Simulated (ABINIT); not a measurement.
# CsCaH3 (Pm-3m): a self-consistent loop beyond G0W0, cycle by cycle

Aim: iterate the self-energy on CsCaH3 (Pm-3m) and follow the gap from cycle to cycle.

Program: ABINIT 10.8.3. Level of theory: LDA and many-body steps on it, plane waves. Results are calculated unless marked as measured.

**1. Set-up**

Symmetry: Pm-3m, No. 221, cubic system. Conventional cell: a = 4.621 Å, b = 4.621 Å, c = 4.621 Å, α = 90.00°, β = 90.00°, γ = 90.00°. Nearest to Cs lie 12 H at 3.27 Å. Nearest to Ca lie 6 H at 2.31 Å. Nearest to H lie 2 Ca at 2.31 Å and 8 H at 3.27 Å and 4 Cs at 3.27 Å. Farther neighbours are not listed.

The cell and positions are those that the Materials Project relaxed with its own functionals (PBE, PBE+U or r2SCAN), kept fixed. Spin-orbit coupling is left out unless a step names it.

**2. Empty states on the mesh, 2×2×2 mesh, 82 bands**

This step: ABINIT 10.8.3; DFT, LDA, plane waves, norm-conserving pseudopotentials.

The sums over transitions need many empty states on a uniform mesh; this step solves for them.

Contents of run.abi:

```
acell 3*1.0 Angstrom
rprim 
  4.621186000000 0.000000000000 0.000000000000
  0.000000000000 4.621186000000 0.000000000000
  0.000000000000 0.000000000000 4.621186000000
ntypat 3
znucl 55 20 1
natom 5
typat 1 2 3 3 3
xred 
  0.000000000000 0.000000000000 0.000000000000
  0.500000000000 0.500000000000 0.500000000000
  0.500000000000 0.000000000000 0.500000000000
  0.000000000000 0.500000000000 0.500000000000
  0.500000000000 0.500000000000 0.000000000000
pp_dirpath "pseudos"
pseudos "Cs.upf, Ca.upf, H.upf"
ecut 31
ngkpt 2 2 2
nshiftk 1
shiftk 0 0 0
kptopt 1
chksymbreak 0
iscf -2
irdden 1
istwfk *1
nband 82
nbdbuf 6
tolwfr 1e-09
nstep 60
prtvol 0
indata_prefix "in"
outdata_prefix "out"
tmpdata_prefix "tmp"
```

On the command line:

```
$ OMP_NUM_THREADS=1 mpirun -n 4 abinit run.abi > log
```

Numbers of over 12 decimals in the logs are rounded to 6 here.

The program printed:

```text
.Version 10.8.3 of ABINIT. v10.8.2 released Aug 2026.

 Symmetries : space group Pm -3 m (#221); Bravais cP (primitive cubic)
[... echo of the input left out ...]
== DATASET  1 ==================================================================
-   mpi_nproc: 4, omp_nthreads: 1 (-1 if OMP is not activated)

--- !DatasetInfo
iteration_state: {dtset: 1, }
dimensions: {natom: 5, nkpt: 4, mband: 82, nsppol: 1, nspinor: 1, nspden: 1, mpw: 5520, }
cutoff_energies: {ecut:  31.0, pawecutdg:  -1.0, }
[...]
1.19941    1.19941    1.20418    1.20418    1.22215    1.22684    1.22684    1.22684
   1.26627    1.37085    1.42396    1.42396    1.42396    1.42733    1.42733    1.42734
   1.43358    1.43676
 prteigrs : prtvol=0 or 1, do not print more k-points.

== END DATASET(S) ==============================================================
================================================================================

 -outvars: echo values of variables after computation  --------
            nband          82
             nkpt           4
          spgroup         221
 [... the other variables as echoed above ...]

 Calculation completed.
```

Wall time 22 s (4 MPI ranks of Arm Neoverse V2, shared host); peak memory 0.31 GiB.

Numbers from this step:

| Property | Result |
| --- | --- |
| gap | 2.810 eV |
| k of the valence top | 0.5, 0.5, 0 |
| k of the conduction bottom | 0.5, 0.5, 0 |
| least direct gap | 2.810 eV |
| k points computed | 4 |
| lowest point of the top converged band, above the valence top | 36.12 eV |

On this mesh the gap is 2.810 eV.

The density comes from a self-consistent run that is not shown.

**3. Screening, 2×2×2 mesh, 76 bands, screening to 106.1 eV**

The RPA dielectric matrix is built and inverted for each q.

This step: RPA screening on LDA, plane waves, norm-conserving pseudopotentials.

Edit run.abi of step 2 so:

```diff
@@ -23,10 +23,11 @@
 chksymbreak 0
-iscf -2
-irdden 1
 istwfk *1
-nband 82
-nbdbuf 6
-tolwfr 1e-09
-nstep 60
-prtvol 0
+occopt 1
+irdwfk 1
+optdriver 3
+nband 76
+ecuteps 3.9
+inclvkb 2
+awtr 1
+symchi 1
 indata_prefix "in"
```

The program printed:

```text
.Version 10.8.3 of ABINIT. v10.8.2 released Aug 2026.

 Symmetries : space group Pm -3 m (#221); Bravais cP (primitive cubic)
[... echo of the input left out ...]
== DATASET  1 ==================================================================
-   mpi_nproc: 4, omp_nthreads: 1 (-1 if OMP is not activated)

--- !DatasetInfo
iteration_state: {dtset: 1, }
dimensions: {natom: 5, nkpt: 4, mband: 76, nsppol: 1, nspinor: 1, nspden: 1, mpw: 5520, }
cutoff_energies: {ecut:  31.0, pawecutdg:  -1.0, }
electrons: {nelect:   2.20000000E+01, charge:   0.00000000E+00, occopt:   1.00000000E+00, tsmear:   1.00000000E-02, }

 SCREENING: Calculation of the susceptibility and dielectric matrices

 Based on a program developped by R.W. Godby, V. Olevano, G. Onida, and L. Reining.
 Incorporated in ABINIT by V. Olevano, G.-M. Rignanese, and M. Torrent.
.Using double precision arithmetic ; gwpc =  8

[... cell and pseudopotentials left out ...]
--------------------------------------------------------------------------------

 ==== K-mesh for the wavefunctions ====
 Number of points in the irreducible wedge :     4
[... list of points left out ...]
 Together with 48 symmetry operations and time-reversal symmetry
 yields     8 points in the full Brillouin Zone.

 ==== Q-mesh for the screening function ====
 Number of points in the irreducible wedge :     4
[... list of points left out ...]
 Together with 48 symmetry operations and time-reversal symmetry
 yields     8 points in the full Brillouin Zone.

 setmesh: FFT mesh size selected  =    30x   30x   30
          total number of points  =        27000

 vcoul_init : cutoff-mode = AUXILIARY_FUNCTION
 q-points for optical limit:   1
     1)      0.000010    0.000020    0.000030

- screening: taking advantage of time-reversal symmetry
- Maximum band index for partially occupied states nbvw = 11
- Remaining bands to be divided among processors   nbcw = 65
- Number of bands treated by each node ~16

 Number of electrons calculated from density =   22.0000; Expected =   22.0000
 average of density, n =  0.033034
 r_s =    1.9334
 omega_plasma =   17.5323 [eV]

 calculating chi0 at frequencies [eV] :
  1    0.000000E+00    0.000000E+00
  2    0.000000E+00    1.753228E+01

--------------------------------------------------------------------------------
  q-point number  1        q = ( 0.000000, 0.000000, 0.000000) [r.l.u.]
--------------------------------------------------------------------------------
[... chi0 elements left out ...]
 For q-point:  0.000010 0.000020 0.000030
  dielectric constant =   4.3352
  dielectric constant without local fields =   4.8922

  Average fulfillment of the sum rule on Im[epsilon] for q-point    1 :     65.36  [%]
[... wings left out ...]
  q-point number  2        q = ( 0.500000, 0.000000, 0.000000) [r.l.u.]
--------------------------------------------------------------------------------
[... chi0 elements left out ...]
  Average fulfillment of the sum rule on Im[epsilon] for q-point    2 :     74.74  [%]

 [... 2 further q-points ...]
```

The job ended after 6 s (4 MPI ranks; peak memory 0.61 GiB; 24 s of CPU time).

Numbers from this step:

* ε∞ with local fields, on this mesh, along the program's q direction: 4.335
* the same without local fields: 4.892
* plasma frequency: 17.53 eV
* plane waves in the screening matrix: 251

Local fields lower ε∞ by 11 %. On a Γ-centred mesh this coarse the value itself is usually too large, while a short band sum pulls it down.

**4. G0W0**

The self-energy is evaluated for the states that the input lists, and the levels follow from it, in one-shot runs by the linearised quasiparticle equation.

This step: G0W0 on LDA, plane waves, norm-conserving pseudopotentials.

Edit run.abi of step 3 so:

```diff
@@ -26,8 +26,17 @@
 irdwfk 1
-optdriver 3
+optdriver 4
 nband 76
+gwcalctyp 0
+ecutsigx 31
+symsigma 1
+nkptgw 2
+kptgw 
+  0.5000000000 0.5000000000 0.0000000000
+  0.0000000000 0.0000000000 0.0000000000
+bdgw 
+  10 14
+  10 14
 ecuteps 3.9
-inclvkb 2
-awtr 1
-symchi 1
+irdscr 1
+ppmodel 1
 indata_prefix "in"
```

The program printed:

```text
.Version 10.8.3 of ABINIT. v10.8.2 released Aug 2026.

 Symmetries : space group Pm -3 m (#221); Bravais cP (primitive cubic)
[... echo of the input left out ...]
== DATASET  1 ==================================================================
-   mpi_nproc: 4, omp_nthreads: 1 (-1 if OMP is not activated)

--- !DatasetInfo
iteration_state: {dtset: 1, }
dimensions: {natom: 5, nkpt: 4, mband: 76, nsppol: 1, nspinor: 1, nspden: 1, mpw: 5520, }
cutoff_energies: {ecut:  31.0, pawecutdg:  -1.0, }
electrons: {nelect:   2.20000000E+01, charge:   0.00000000E+00, occopt:   1.00000000E+00, tsmear:   1.00000000E-02, }

 SIGMA: Calculation of the GW corrections

 Based on a program developped by R.W. Godby, V. Olevano, G. Onida, and L. Reining.
 Incorporated in ABINIT by V. Olevano, G.-M. Rignanese, and M. Torrent.
.Using double precision arithmetic ; gwpc =  8

[... cell and pseudopotentials left out ...]
--------------------------------------------------------------------------------

 ==== K-mesh for the wavefunctions ====
 Number of points in the irreducible wedge :     4
[... list of points left out ...]
 Together with 48 symmetry operations and time-reversal symmetry
 yields     8 points in the full Brillouin Zone.

 ==== Q-mesh for screening function ====
 Number of points in the irreducible wedge :     4
[... list of points left out ...]
 Together with 48 symmetry operations and time-reversal symmetry
 yields     8 points in the full Brillouin Zone.

 vcoul_init : cutoff-mode = AUXILIARY_FUNCTION
 q-points for optical limit:   1
     1)      0.000010    0.000020    0.000030
 setmesh: FFT mesh size selected  =    45x   45x   45
          total number of points  =        91125

 Number of electrons calculated from density =   22.0000; Expected =   22.0000
 average of density, n =  0.033034
 r_s =    1.9334
 omega_plasma =   17.5323 [eV]

 === KS Band Gaps ===
  >>>> For spin  1
   Minimum direct gap =   2.8099 [eV], located at k-point      :   0.5000  0.5000  0.0000
   Fundamental gap    =   2.8099 [eV], Top of valence bands at :   0.5000  0.5000  0.0000
                                       Bottom of conduction at :   0.5000  0.5000  0.0000
 SIGMA fundamental parameters:
 PLASMON POLE MODEL  1
 number of plane-waves for SigmaX                 5449
 number of plane-waves for SigmaC and W            251
 number of plane-waves for wavefunctions          5449
 number of bands                                    76
 number of independent spin polarizations            1
 number of spinorial components                      1
 number of k-points in IBZ                           4
 number of q-points in IBZ                           4
 number of symmetry operations                      48
 number of k-points in BZ                            8
 number of q-points in BZ                            8
 number of frequencies for dSigma/dE                 9
 frequency step for dSigma/dE [eV]                0.25
 number of omega for Sigma on real axis              0
 max omega for Sigma on real axis  [eV]           0.00
 zcut for avoiding poles [eV]                     0.10

 EPSILON^-1 parameters (SCR file):
 dimension of the eps^-1 matrix on file            251
 dimension of the eps^-1 matrix used               251
 number of plane-waves for wavefunctions          5449
 number of bands                                    76
 number of q-points in IBZ                           4
 number of frequencies                               2
 number of real frequencies                          1
 number of imag frequencies                          1

 matrix elements of self-energy operator (all in [eV])

 Perturbative Calculation

--- !SelfEnergy_ee
iteration_state: {dtset: 1, }
kpoint     : [   0.500,    0.500,    0.000, ]
spin       : 1
KS_gap     :    2.810
QP_gap     :    5.084
Delta_QP_KS:    2.274
data: !SigmaeeData |
     Band     E0 <VxcDFT>   SigX SigC(E0)      Z dSigC/dE  Sig(E)    E-E0       E
       10   1.393 -10.765 -14.152   2.173   0.781  -0.281 -11.713  -0.947   0.446
       11   1.393 -10.765 -14.152   2.173   0.781  -0.281 -11.713  -0.947   0.446
       12   4.203  -8.802  -3.896  -3.288   0.820  -0.219  -7.475   1.327   5.530
       13   5.627 -10.663  -4.769  -3.634   0.809  -0.236  -8.834   1.829   7.456
       14   5.627 -10.663  -4.769  -3.634   0.809  -0.236  -8.834   1.829   7.456

--- !SelfEnergy_ee
iteration_state: {dtset: 1, }
kpoint     : [   0.000,    0.000,    0.000, ]
spin       : 1
KS_gap     :    6.031
QP_gap     :    9.139
Delta_QP_KS:    3.108
data: !SigmaeeData |
     Band     E0 <VxcDFT>   SigX SigC(E0)      Z dSigC/dE  Sig(E)    E-E0       E
       10   0.726 -10.488 -13.531   2.083   0.776  -0.288 -11.233  -0.745  -0.019
       11   0.726 -10.488 -13.531   2.083   0.776  -0.288 -11.233  -0.745  -0.019
       12   6.757 -12.781  -5.761  -4.052   0.796  -0.256 -10.418   2.363   9.120
       13   6.757 -12.781  -5.761  -4.052   0.796  -0.256 -10.418   2.363   9.120
       14   6.757 -12.781  -5.761  -4.052   0.796  -0.256 -10.418   2.363   9.120

== END DATASET(S) ==============================================================
================================================================================

 -outvars: echo values of variables after computation  --------
           etotal      0.0000000000E+00
            nband          76
             nkpt           4
          spgroup         221
 [... the other variables as echoed above ...]

 Calculation completed.
```

Elapsed: 5.3 s, on 4 MPI ranks; peak memory 0.63 GiB; 21 s of CPU time.

This step gave:

* G0W0 gap on the points computed: 5.084 eV
* starting gap on the mesh: 2.810 eV
* k of the valence top: 0.5, 0.5, 0
* k of the conduction bottom: 0.5, 0.5, 0
* Z at the valence top: 0.781
* Z at the conduction bottom: 0.82
* least direct G0W0 gap on the computed points: 5.084 eV

The gap on the mesh goes from 2.81 eV to 5.08 eV, a correction of +2.27 eV.

**5. evGW0, cycle 1**

This step: evGW0 on LDA, plane waves, norm-conserving pseudopotentials.

Edit run.abi of step 4 so:

```diff
@@ -28,12 +28,16 @@
 nband 76
-gwcalctyp 0
+gwcalctyp 10
 ecutsigx 31
 symsigma 1
-nkptgw 2
+nkptgw 4
 kptgw 
+  0.0000000000 0.0000000000 0.0000000000
+  0.5000000000 0.0000000000 0.0000000000
   0.5000000000 0.5000000000 0.0000000000
-  0.0000000000 0.0000000000 0.0000000000
+  0.5000000000 0.5000000000 0.5000000000
 bdgw 
-  10 14
-  10 14
+  6 23
+  6 23
+  6 23
+  6 23
 ecuteps 3.9
```

The program printed:

```text
.Version 10.8.3 of ABINIT. v10.8.2 released Aug 2026.

 Symmetries : space group Pm -3 m (#221); Bravais cP (primitive cubic)
[... echo of the input left out ...]
== DATASET  1 ==================================================================
-   mpi_nproc: 4, omp_nthreads: 1 (-1 if OMP is not activated)

--- !DatasetInfo
iteration_state: {dtset: 1, }
dimensions: {natom: 5, nkpt: 4, mband: 76, nsppol: 1, nspinor: 1, nspden: 1, mpw: 5520, }
cutoff_energies: {ecut:  31.0, pawecutdg:  -1.0, }
electrons: {nelect:   2.20000000E+01, charge:   0.00000000E+00, occopt:   1.00000000E+00, tsmear:   1.00000000E-02, }

 SIGMA: Calculation of the GW corrections

 Based on a program developped by R.W. Godby, V. Olevano, G. Onida, and L. Reining.
 Incorporated in ABINIT by V. Olevano, G.-M. Rignanese, and M. Torrent.
.Using double precision arithmetic ; gwpc =  8

[... cell and pseudopotentials left out ...]
--------------------------------------------------------------------------------

 ==== K-mesh for the wavefunctions ====
 Number of points in the irreducible wedge :     4
[... list of points left out ...]
 Together with 48 symmetry operations and time-reversal symmetry
 yields     8 points in the full Brillouin Zone.

 ==== Q-mesh for screening function ====
 Number of points in the irreducible wedge :     4
[... list of points left out ...]
 Together with 48 symmetry operations and time-reversal symmetry
 yields     8 points in the full Brillouin Zone.

 vcoul_init : cutoff-mode = AUXILIARY_FUNCTION
 q-points for optical limit:   1
     1)      0.000010    0.000020    0.000030
 setmesh: FFT mesh size selected  =    45x   45x   45
          total number of points  =        91125

 Number of electrons calculated from density =   22.0000; Expected =   22.0000
[...]
--- !SelfEnergy_ee
iteration_state: {dtset: 1, }
kpoint     : [   0.500,    0.500,    0.000, ]
spin       : 1
KS_gap     :    2.810
QP_gap     :    5.084
Delta_QP_KS:    2.274
data: !SigmaeeData |
     Band     E_DFT   <VxcDFT>   E(N-1)  <Hhartree>   SigX  SigC[E(N-1)]    Z     dSigC/dE  Sig[E(N)]  DeltaE  E(N)_pert E(N)_diago
[...]
--- !SelfEnergy_ee
iteration_state: {dtset: 1, }
kpoint     : [   0.500,    0.500,    0.500, ]
spin       : 1
KS_gap     :    5.060
QP_gap     :    7.942
Delta_QP_KS:    2.882
data: !SigmaeeData |
     Band     E_DFT   <VxcDFT>   E(N-1)  <Hhartree>   SigX  SigC[E(N-1)]    Z     dSigC/dE  Sig[E(N)]  DeltaE  E(N)_pert E(N)_diago
[...]
22    10.886   -12.209    10.886    23.095    -5.274    -4.176     0.785    -0.274   -10.044     2.165    13.051    13.644
       23    10.886   -12.209    10.886    23.095    -5.274    -4.176     0.785    -0.274   -10.044     2.165    13.051    13.644

 New Fermi energy :        1.102528E-01 Ha ,    3.000130E+00 eV

 === QP Band Gaps ===
  >>>> For spin  1
   Minimum direct gap =   5.6409 [eV], located at k-point      :   0.5000  0.5000  0.0000
   Fundamental gap    =   5.6409 [eV], Top of valence bands at :   0.5000  0.5000  0.0000
                                       Bottom of conduction at :   0.5000  0.5000  0.0000

 writing QP data on file : out_QPS

 Convergence of QP corrections
 >>>>> For spin  1 <<<<<
.  kptgw no:  1; Maximum DeltaE = (  -1.061   0.002) for band index:  9
.  kptgw no:  2; Maximum DeltaE = (   1.124   0.000) for band index: 16
.  kptgw no:  3; Maximum DeltaE = (  -0.947   0.000) for band index: 11
.  kptgw no:  4; Maximum DeltaE = (   1.916   0.000) for band index: 12

== END DATASET(S) ==============================================================
================================================================================

 -outvars: echo values of variables after computation  --------
           etotal      0.0000000000E+00
            nband          76
             nkpt           4
          spgroup         221
 [... the other variables as echoed above ...]

 Calculation completed.
```

Run time: 23 s. Hardware: 4 MPI ranks; peak memory 1.1 GiB.

Numbers from this step:

* quasiparticle gap on the mesh: 5.641 eV
* gap of the density functional on the mesh: 2.810 eV
* k of the valence top: 0.5, 0.5, 0
* k of the conduction bottom: 0.5, 0.5, 0
* Z at the valence top: 0.781
* Z at the conduction bottom: 0.82
* least direct quasiparticle gap on the computed points: 5.641 eV

Against G0W0 in ABINIT (2×2×2 mesh, 76 bands, screening to 106.1 eV, Godby-Needs plasmon pole), the gap moves by +0.557 eV. This first cycle still uses the starting levels; it takes the full correction, at all points of the mesh, and its linearised value is 5.084 eV.

**6. evGW0, cycle 2**

The corrected levels of the last cycle go back in.

Edit run.abi of step 5 so:

```diff
@@ -45,2 +45,3 @@
 ppmodel 1
+irdqps 1
 indata_prefix "in"
```

The program printed:

```text
.Version 10.8.3 of ABINIT. v10.8.2 released Aug 2026.

 Symmetries : space group Pm -3 m (#221); Bravais cP (primitive cubic)
[... echo of the input left out ...]
== DATASET  1 ==================================================================
-   mpi_nproc: 4, omp_nthreads: 1 (-1 if OMP is not activated)

--- !DatasetInfo
iteration_state: {dtset: 1, }
dimensions: {natom: 5, nkpt: 4, mband: 76, nsppol: 1, nspinor: 1, nspden: 1, mpw: 5520, }
cutoff_energies: {ecut:  31.0, pawecutdg:  -1.0, }
[...]
.  kptgw no:  2; Maximum DeltaE = (  -0.155   0.000) for band index: 18
.  kptgw no:  3; Maximum DeltaE = (  -0.045   0.000) for band index: 18
.  kptgw no:  4; Maximum DeltaE = (  -0.058   0.000) for band index: 12

== END DATASET(S) ==============================================================
================================================================================

 -outvars: echo values of variables after computation  --------
           etotal      0.0000000000E+00
            nband          76
             nkpt           4
          spgroup         221
 [... the other variables as echoed above ...]

 Calculation completed.
```

It took 23 s on 4 MPI ranks; peak memory 1.1 GiB; 93 s of CPU time.

This step gave:

- quasiparticle gap on the mesh: 5.484 eV
- gap of the density functional on the mesh: 2.810 eV
- k of the valence top: 0.5, 0.5, 0
- k of the conduction bottom: 0.5, 0.5, 0
- least direct quasiparticle gap on the computed points: 5.484 eV

Against the cycle before, the gap moves by −0.157 eV.

(Part 1 of 3 ends here.)

[Paths, hosts, dates, memory and timing lines, banners, echoed tables and standing remarks are left out of the program output.]

[Logs are printed without paths, hosts, clocks, repeated set-up lines and the standing remarks that a program may print on its own settings, such as how far it seeks lower states.]

[Runs of the session that timed out or met a known fault of the program may be left out.]

[Hosts, paths, dates, database ids (printed as entryN), source tags and the programs' standing remarks are cut or masked in the printed files.]

[G0W0 gaps are taken among the corrected bands and points alone; a level outside them can change the order at an edge.]

[Where Ansatz stands beside ABINIT at settings called matched, ABINIT's density can come from a denser mesh and the files from another edition; pairs whose starting gaps differed by over 0.03 eV were left out, so agreement reads better than it is.]
